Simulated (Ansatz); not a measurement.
Consider K2TcCl6 (started from the K2PtCl6 type) (Fm-3m).

The structure was built from a prototype and need not be the compound's stable phase.

```yaml
crystal:
  lattice:
    - [4.66207, 0.00000, 4.66207]
    - [4.66207, 4.66207, 0.00000]
    - [0.00000, 4.66207, 4.66207]
  atoms:
    - { symbol: K, position: [0.25000, 0.25000, 0.25000] }
    - { symbol: K, position: [0.75000, 0.75000, 0.75000] }
    - { symbol: Tc, position: [0.00000, 0.00000, 0.00000] }
    - { symbol: Cl, position: [0.24772, 0.24772, 0.75228] }
    - { symbol: Cl, position: [0.75228, 0.75228, 0.24772] }
    - { symbol: Cl, position: [0.24772, 0.75228, 0.24772] }
    - { symbol: Cl, position: [0.75228, 0.24772, 0.75228] }
    - { symbol: Cl, position: [0.75228, 0.24772, 0.24772] }
    - { symbol: Cl, position: [0.24772, 0.75228, 0.75228] }
```

The structure was relaxed with LDA. The structure type comes from a generator and need not be one that this composition takes. The structure was generated from a model, not taken from a measurement. The runs that relaxed it are not among those shown. The program's search for lower electronic states was switched off, so nothing shows that the state found is the lowest. PAW set soft_2, made with PBE.

A constrained-RPA run (Ansatz 0.2.0; non-magnetic LDA; Tc d, bands v2 to c3, 2×2×2 mesh, medium accuracy) builds 5 functions on bands 3.8 eV wide, with 3.0 electrons in the window. The bare on-site interaction is 10.5 eV and the bare J 0.32 eV.

Question: What U and J survive the screening?

On the Tc d shell, U = 2.95 eV (28 % of the bare value), U′ = 2.43 eV, J = 0.22 eV.

The parent state is non-magnetic and the interaction static (zero frequency); U depends on the window and the orbitals, so it belongs to this model alone. Coarse meshes can leave U off its limit, most where the target bands are metallic.

[Paths, hosts, dates, memory and timing lines, banners, echoed tables and standing remarks are left out of the program output.]

[Logs are printed without paths, hosts, clocks, repeated set-up lines and the standing remarks that a program may print on its own settings, such as how far it seeks lower states.]

[Runs of the session that timed out or met a known fault of the program may be left out.]

[Hosts, paths, dates, database ids (printed as entryN), source tags and the programs' standing remarks are cut or masked in the printed files.]
